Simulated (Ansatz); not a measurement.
## Phonons of LaSb (Fm-3m) against volume

Wanted: mode Grüneisen parameters of LaSb (Fm-3m).

Method: DFT PBEsol, scalar-relativistic, plane waves, PAW; PAW set soft_1, in Ansatz 0.2.0.

Report form: the programs' logs are mostly left out.

## 1. The structure

It takes space group Fm-3m (No. 225, cubic). Conventional cell: a = 6.452 Å, b = 6.452 Å, c = 6.452 Å, α = 90.00°, β = 90.00°, γ = 90.00°. Nearest to La lie 6 Sb at 3.23 Å. Sb has 6 La at 3.23 Å nearest. Farther neighbours are not listed.

## 2. Phonons on a q mesh

The cell comes from relaxations at this level that are not shown. Stability and thermal properties need the whole zone. Linear response on a 4×4×4 q mesh gives force constants as far as a supercell of that size would.

input.yaml

```yaml
crystal:
  lattice:
    - [0.0, 3.2262229405, 3.2262229405]
    - [3.2262229405, 0.0, 3.2262229405]
    - [3.2262229405, 3.2262229405, 0.0]
  atoms:
    - { symbol: La, position: [0.0, 0.0, 0.0] }
    - { symbol: Sb, position: [0.5, 0.5, 0.5] }
kpoints:
  mp_grid: { grid: [12, 12, 12] }
hamiltonian:
  xc: pbesol
  pseudopotentials: { kind: paw, azcp: { folder: soft_1 }, xc_functional: pbe }
scf:
  occupations: { method: methfessel_paxton, width: 0.2 }
output:
  eigenvalues: true
phonons:
  method: dfpt
  qmesh: [4, 4, 4]
  temperatures: { t_max: 1000, t_step: 50 }
  qpath:
    path:
      - [[0.0, 0.0, 0.0], [0.5, 0.0, 0.5], [0.625, 0.25, 0.625]]
      - [[0.375, 0.375, 0.75], [0.0, 0.0, 0.0], [0.5, 0.5, 0.5], [0.5, 0.25, 0.75], [0.5, 0.0, 0.5]]
    npoints: 10
```

Launch:

```
$ ansatz run input.yaml --threads 4 --pin off --max-ram 10240MiB --backend cpu --events-out ev --progress --plain --runs-dir out
```

Wall time 5.1 min (4 threads of Intel Xeon Platinum 8488C (Sapphire Rapids), shared host); peak memory 5.1 GiB; 20 min of CPU time.

This step gave:

```yaml
volume_per_atom: 33.58 Å³
gap_on_the_k_mesh: 0 eV
sum_rule_residual_before_enforcement: 2.37e-5 eV/Å²
lowest_frequency_on_the_path: 0 cm⁻¹
point_group: m-3m
highest_frequency_on_the_path_or_at_a_solved_wavevector: 157.3 cm⁻¹
mean_frequency: 104.6 cm⁻¹
debye_temperature_second_moment: 202 K
logarithmic_mean_frequency: 99.2 cm⁻¹
highest_optical_mode_at_the_zone_centre_no_lo_to_term: 125.7 cm⁻¹
lowest_optical_zone_centre_mode: 125.7 cm⁻¹
lowest_mode_on_the_q_mesh_acoustic_modes_at_gamma_apart: 38.91 cm⁻¹
zero_point_energy_per_atom: 19.45 meV
heat_capacity_at_300_k: 24.39 J/(mol atoms K)
vibrational_entropy_at_300_k: 43.76 J/(mol atoms K)
```

Frequencies (cm⁻¹) solved at each irreducible wavevector; negative means imaginary. Frequencies by wavevector, by row:

| q in reciprocal lattice units | star | mode 1 | mode 2 | mode 3 | mode 4 | mode 5 | mode 6 |
| --- | --- | --- | --- | --- | --- | --- | --- |
| 0 0 0 | 1 | 0 | 0 | 0 | 125.7 | 125.7 | 125.7 |
| 0 0 0.25 | 8 | 58.6 | 58.6 | 77 | 124.3 | 124.3 | 154.9 |
| 0 0 -0.5 | 4 | 97 | 97 | 107.6 | 107.6 | 125.1 | 142.8 |
| 0 0.25 0.25 | 6 | 38.9 | 38.9 | 102.2 | 129.1 | 129.5 | 129.5 |
| 0 0.25 -0.5 | 24 | 75.4 | 83.3 | 93.7 | 122 | 129.6 | 140.4 |
| 0 0.25 -0.25 | 12 | 54.4 | 95.5 | 110.8 | 116.9 | 133.7 | 135.5 |
| 0 -0.5 -0.5 | 3 | 58.4 | 58.4 | 77.2 | 125.5 | 125.5 | 137.2 |
| 0.25 -0.5 -0.25 | 6 | 68.1 | 68.1 | 115 | 117.5 | 136 | 136 |

Symmetry leaves 8 wavevectors to solve. The lowest mode among them, the acoustic zeros apart, lies at q = (0, 0.25, 0.25) and is real, 38.9 cm⁻¹.

## 3. Relaxing at another volume, volume ratio 0.97

The volume is scaled by 0.97 and held; symmetry leaves nothing to relax, so this is a single point. The modes can then be followed against volume.

input.yaml, the sections that differ from step 2:

```yaml
crystal:
  lattice:
    - [0.0, 3.1936326018, 3.1936326018]
    - [3.1936326018, 0.0, 3.1936326018]
    - [3.1936326018, 3.1936326018, 0.0]
  atoms:
    - { symbol: La, position: [0.0, 0.0, 0.0] }
    - { symbol: Sb, position: [0.5, 0.5, 0.5] }
output:
  forces: true
  stress: true
  eigenvalues: true
# kpoints, hamiltonian, scf: as in step 2
# phonons: removed
```

The job ended after 1.1 s (4 threads; peak memory 0.48 GiB).

This step gave:

- pressure: 1.863 GPa
- volume per atom: 32.57 Å³

The run ends at a pressure of 1.86 GPa.

## 4. Phonons at the other volume, volume ratio 0.97

The phonons are repeated at this volume on the same k and q meshes.

Changes to input.yaml since step 3:

```diff
@@ -16,4 +16,11 @@
 output:
-  forces: true
-  stress: true
   eigenvalues: true
+phonons:
+  method: dfpt
+  qmesh: [4, 4, 4]
+  temperatures: { t_max: 1000, t_step: 50 }
+  qpath:
+    path:
+      - [[0.0, 0.0, 0.0], [0.5, 0.0, 0.5], [0.625, 0.25, 0.625]]
+      - [[0.375, 0.375, 0.75], [0.0, 0.0, 0.0], [0.5, 0.5, 0.5], [0.5, 0.25, 0.75], [0.5, 0.0, 0.5]]
+    npoints: 10
```

Run time: 5 min. Hardware: 4 threads; peak memory 5 GiB.

Numbers from this step:

| Quantity | Value |
| --- | --- |
| sum-rule residual before enforcement | 3.14e-5 eV/Å² |
| highest frequency on the path or at a solved wavevector | 162.6 cm⁻¹ |
| mean frequency | 109.6 cm⁻¹ |
| Debye temperature (second moment) | 213 K |
| logarithmic mean frequency | 103.5 cm⁻¹ |
| highest optical mode at the zone centre (no LO-TO term) | 133.7 cm⁻¹ |
| lowest optical zone-centre mode | 133.7 cm⁻¹ |
| lowest mode on the q mesh (acoustic modes at Γ apart) | 38.39 cm⁻¹ |
| zero-point energy per atom | 20.39 meV |
| heat capacity at 300 K | 24.33 J/(mol atoms K) |
| vibrational entropy at 300 K | 42.73 J/(mol atoms K) |

Frequencies (cm⁻¹) solved at each irreducible wavevector; negative means imaginary. Frequencies by wavevector, by row:

```csv
q in reciprocal lattice units,star,mode 1,mode 2,mode 3,mode 4,mode 5,mode 6
0 0 0,1,0,0,0,133.7,133.7,133.7
0 0 0.25,8,62,62,79.8,131.8,131.8,160.5
0 0 -0.5,4,103.7,103.7,113,113,129.5,148.3
0 0.25 0.25,6,38.4,38.4,109.1,132.8,138,138
0 0.25 -0.5,24,78,85.6,95.7,130.2,138.2,148.1
0 0.25 -0.25,12,53.6,102.4,116.1,122.5,138.5,144.5
0 -0.5 -0.5,3,58.3,58.3,76.4,134.8,134.8,147.2
0.25 -0.5 -0.25,6,67.4,67.4,120.1,123.8,145.4,145.4
```

The highest optical mode at the zone centre (no LO-TO term) is 133.7 cm⁻¹, +8.0 cm⁻¹ against the base run.

## 5. Relaxing at another volume, volume ratio 1.03

The volume is scaled by 1.03 and held; symmetry leaves nothing to relax, so this is a single point. The modes can then be followed against volume.

input.yaml, the sections that differ from step 4:

```yaml
crystal:
  lattice:
    - [0.0, 3.2581678195, 3.2581678195]
    - [3.2581678195, 0.0, 3.2581678195]
    - [3.2581678195, 3.2581678195, 0.0]
  atoms:
    - { symbol: La, position: [0.0, 0.0, 0.0] }
    - { symbol: Sb, position: [0.5, 0.5, 0.5] }
output:
  forces: true
  stress: true
  eigenvalues: true
# kpoints, hamiltonian, scf: as in step 4
# phonons: removed
```

It took 1.2 s on 4 threads; peak memory 0.48 GiB; 3.9 s of CPU time.

Numbers from this step:

| Item | Value |
| --- | --- |
| pressure | -1.581 GPa |
| volume per atom | 34.59 Å³ |

The run ends at a pressure of -1.58 GPa.

## 6. Phonons at the other volume, volume ratio 1.03

Changes to input.yaml since step 5:

```diff
@@ -16,4 +16,11 @@
 output:
-  forces: true
-  stress: true
   eigenvalues: true
+phonons:
+  method: dfpt
+  qmesh: [4, 4, 4]
+  temperatures: { t_max: 1000, t_step: 50 }
+  qpath:
+    path:
+      - [[0.0, 0.0, 0.0], [0.5, 0.0, 0.5], [0.625, 0.25, 0.625]]
+      - [[0.375, 0.375, 0.75], [0.0, 0.0, 0.0], [0.5, 0.5, 0.5], [0.5, 0.25, 0.75], [0.5, 0.0, 0.5]]
+    npoints: 10
```

Wall time 4.9 min (4 threads); peak memory 5.7 GiB.

This step gave:

```
sum-rule residual before enforcement                    : 1.02e-4 eV/Å²
highest frequency on the path or at a solved wavevector : 152.3 cm⁻¹
mean frequency                                          : 99.7 cm⁻¹
Debye temperature (second moment)                       : 192 K
logarithmic mean frequency                              : 95 cm⁻¹
highest optical mode at the zone centre (no LO-TO term) : 118.0 cm⁻¹
lowest optical zone-centre mode                         : 118.0 cm⁻¹
lowest mode on the q mesh (acoustic modes at Γ apart)   : 39.3 cm⁻¹
zero-point energy per atom                              : 18.54 meV
heat capacity at 300 K                                  : 24.44 J/(mol atoms K)
vibrational entropy at 300 K                            : 44.81 J/(mol atoms K)
```

Frequencies (cm⁻¹) solved at each irreducible wavevector; negative means imaginary. Frequencies by wavevector, by row:

| q in reciprocal lattice units | star | mode 1 | mode 2 | mode 3 | mode 4 | mode 5 | mode 6 |
| --- | --- | --- | --- | --- | --- | --- | --- |
| 0 0 0 | 1 | 0 | 0 | 0 | 118 | 118 | 118 |
| 0 0 0.25 | 8 | 55.3 | 55.3 | 74.5 | 117.1 | 117.1 | 149.7 |
| 0 0 -0.5 | 4 | 90.7 | 90.7 | 102.3 | 102.3 | 121 | 137.7 |
| 0 0.25 0.25 | 6 | 39.3 | 39.3 | 95.5 | 121.3 | 121.3 | 125.5 |
| 0 0.25 -0.5 | 24 | 72.9 | 81 | 91.7 | 114.1 | 121.4 | 133.1 |
| 0 0.25 -0.25 | 12 | 55 | 88.8 | 105.7 | 111.5 | 126.8 | 129.2 |
| 0 -0.5 -0.5 | 3 | 58.4 | 58.4 | 77.7 | 116.7 | 116.7 | 127.7 |
| 0.25 -0.5 -0.25 | 6 | 68.5 | 68.5 | 110.1 | 111.4 | 126.8 | 126.8 |

The highest optical mode at the zone centre (no LO-TO term) is 118.0 cm⁻¹, -7.7 cm⁻¹ against the base run.

## 7. Grüneisen parameters

The Grüneisen parameter of a mode is minus the logarithmic change of its frequency with volume, −d ln ω / d ln V; weighted by heat capacity it gives the expansion.

Numbers from this step:

```yaml
bulk_modulus: 57.4 GPa
```

Phonon branches along the path, in cm⁻¹:

```
    point  branch 1  branch 2  branch 3  branch 4  branch 5  branch 6
        Γ         0         0         0       126       126       126
  halfway        39        39       102       129       130       130
        X        58        58        77       126       126       137
  halfway        65        69        76       125       131       137
        U        71        80        90       121       136       138
jump to K        71        80        90       121       136       138
  halfway        45        77        95       118       134       146
        Γ         0         0         0       126       126       126
  halfway        59        59        77       124       124       155
        L        97        97       108       108       125       143
  halfway        82        86       111       112       132       139
        W        68        68       115       118       136       136
  halfway        62        74        83       128       131       137
        X        58        58        77       126       126       137
```

The same for volume x 0.97:

| point | branch 1 | branch 2 | branch 3 | branch 4 | branch 5 | branch 6 |
| --- | --- | --- | --- | --- | --- | --- |
| Γ | 0 | 0 | 0 | 134 | 134 | 134 |
| X | 58 | 58 | 76 | 135 | 135 | 147 |
| U | 71 | 82 | 93 | 130 | 146 | 146 |
| K | 71 | 82 | 93 | 130 | 146 | 146 |
| Γ | 0 | 0 | 0 | 134 | 134 | 134 |
| L | 104 | 104 | 113 | 113 | 130 | 148 |
| W | 67 | 67 | 120 | 124 | 145 | 145 |
| X | 58 | 58 | 76 | 135 | 135 | 147 |

The same for volume x 1.03:

| point | branch 1 | branch 2 | branch 3 | branch 4 | branch 5 | branch 6 |
| --- | --- | --- | --- | --- | --- | --- |
| Γ | 0 | 0 | 0 | 118 | 118 | 118 |
| X | 58 | 58 | 78 | 117 | 117 | 128 |
| U | 72 | 78 | 88 | 113 | 127 | 130 |
| K | 72 | 78 | 88 | 113 | 127 | 130 |
| Γ | 0 | 0 | 0 | 118 | 118 | 118 |
| L | 91 | 91 | 102 | 102 | 121 | 138 |
| W | 68 | 68 | 110 | 111 | 127 | 127 |
| X | 58 | 58 | 78 | 117 | 117 | 128 |

Mode Grueneisen parameter -dln(w)/dln(V), modes matched by rank; at Γ the acoustic branches take the value of a neighbouring point of the path. Mode grüneisen parameters along the path, in :

```csv
point,branch 1,branch 2,branch 3,branch 4,branch 5,branch 6
Γ,-0.31,-0.31,2.03,2.08,2.08,2.08
halfway,-0.39,-0.39,2.22,1.51,2.15,1.58
X,-0.03,-0.03,-0.28,2.40,2.40,2.38
halfway,0.39,0.31,-0.24,2.35,2.22,2.36
U,-0.23,1.02,0.75,2.25,2.30,1.96
jump to K,-0.23,1.02,0.75,2.25,2.30,1.96
halfway,-0.52,2.36,1.58,1.81,2.07,1.10
Γ,-0.29,2.19,1.33,2.08,2.08,2.08
halfway,1.91,1.91,1.15,1.97,1.97,1.16
L,2.23,2.23,1.66,1.66,1.13,1.25
halfway,0.89,1.01,1.87,1.71,1.85,1.80
W,-0.27,-0.27,1.45,1.76,2.28,2.28
halfway,-0.21,-0.25,1.00,2.08,2.30,2.35
X,-0.03,-0.03,-0.28,2.40,2.40,2.38
```

(dS/dlnV)/C_V. The thermodynamic Grueneisen parameter by temperature:

```
temperature (K)  thermodynamic Grueneisen parameter
             50                                1.24
            100                                1.38
            150                                1.41
            200                                1.42
            250                                1.42
            300                                1.42
            350                                1.42
            400                                1.43
            450                                1.43
            500                                1.43
            550                                1.43
            600                                1.43
            650                                1.43
            700                                1.43
            750                                1.43
            800                                1.43
            850                                1.43
            900                                1.43
            950                                1.43
           1000                                1.43
```

Gamma C_V/(B V) at the static volume. Table of volume expansion by temperature:

| temperature (K) | volume expansion (1e-6/K) |
| --- | --- |
| 50 | 13.4 |
| 100 | 24.4 |
| 150 | 27.7 |
| 200 | 28.9 |
| 250 | 29.6 |
| 300 | 29.9 |
| 350 | 30.1 |
| 400 | 30.2 |
| 450 | 30.3 |
| 500 | 30.4 |
| 550 | 30.5 |
| 600 | 30.5 |
| 650 | 30.5 |
| 700 | 30.6 |
| 750 | 30.6 |
| 800 | 30.6 |
| 850 | 30.6 |
| 900 | 30.6 |
| 950 | 30.6 |
| 1000 | 30.6 |

## 8. Results

```json
{
  "bulk modulus": "57.4 GPa",
  "thermodynamic Grüneisen parameter at 300 K": "1.423",
  "volume expansion at 300 K, estimated": "29.9 × 10⁻⁶ K⁻¹"
}
```

What this shows: By this estimate the volume grows by 29.9 × 10⁻⁶ per kelvin at 300 K. The highest optical mode at Γ goes from 134 to 118 cm⁻¹ as the cell grows, a Grüneisen parameter of 2.08. Mode parameters on the path run from -0.52 to 2.4, with a median of 1.8. Modes with negative values stiffen as the cell grows and pull against the expansion. Branches are matched by rank, so values near crossings are rough. The expansion is the Grüneisen estimate at the static volume, with the static bulk modulus. With no gap, or one that is small against the smearing, the frequencies hang on the k mesh and the smearing, most of all near Kohn anomalies. A semilocal functional can close a gap that the real compound would have, so the metallic treatment may be an artefact of the level. Spin-orbit coupling is left out, which can matter for the heavy elements here. The PAW files were made for PBE and serve the other functionals too. A phonon run warned that its eigensolver left some bands unconverged in a pass.

[Logs are printed without paths, hosts, clocks, repeated set-up lines and the standing remarks that a program may print on its own settings, such as how far it seeks lower states.]

[Hosts, paths, dates, database ids (printed as entryN), source tags and the programs' standing remarks are cut or masked in the printed files.]
